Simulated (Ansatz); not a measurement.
Planning a GW calculation on TiO2 (I4/m).

```xyz
12
Lattice="-4.3508 4.3508 1.8876 4.3508 -4.3508 1.8876 4.3508 4.3508 -1.8876" Properties=species:S:1:pos:R:3 pbc="T T T"
Ti    0.0248    2.5433    0.0000
Ti    6.1582    0.0248    0.0000
Ti   -1.8075    4.3259    1.8876
Ti    4.3259    1.8075    1.8876
O     1.3121    4.3409    0.0000
O     2.9620   -2.9441    1.8876
O     4.3606    1.3121    0.0000
O     1.4067    1.3888    0.0000
O     2.9441    2.9620    1.8876
O    -0.0099    3.0387    1.8876
O     1.3888    7.2948    0.0000
O     3.0387    0.0099    1.8876
```

The cell and positions are those that the Materials Project relaxed with its own functionals (PBE, PBE+U or r2SCAN), kept fixed. This is not the form that TiO2 usually takes at ambient conditions.

Runs so far (Ansatz 0.2.0, start LDA, PAW set soft_1 files, 4×4×4 mesh). Times are wall times on 1 × NVIDIA H100 80GB HBM3 (shared by 6 runs) with 2 threads of AMD EPYC 7R13 (Zen 3), shared host, good to a factor of about two.

```csv
bands summed,cutoff (eV),gap on the mesh (eV),time
162,50,3.432,16 s
372,100,3.220,33 s
644,150,3.237,51 s
```

What should the next rung give, with 1106 bands and screening to 220 eV, and where is the limit?

The error falls about as one over the bands when the cutoff rises with them. A line through the two highest rungs given predicts 3.246 eV; the run gave 3.286 eV, a miss of 0.039 eV, so the law fails here: the steps don't follow it yet. The two highest rungs put the limit near 3.354 eV, the pair below near 3.259 eV; neither can be trusted until a further rung is run.

Gaps are over the mesh's points; an edge off the mesh would be missed. Limits: not at the basis limit.

[Paths, hosts, dates, memory and timing lines, banners, echoed tables and standing remarks are left out of the program output.]

[Logs are printed without paths, hosts, clocks, repeated set-up lines and the standing remarks that a program may print on its own settings, such as how far it seeks lower states.]

[Runs of the session that timed out or met a known fault of the program may be left out.]

[Cells called generated may have been cut or substituted from an entry of the Crystallography Open Database or the Materials Project.]

[Hosts, paths, dates, database ids (printed as entryN), source tags and the programs' standing remarks are cut or masked in the printed files.]
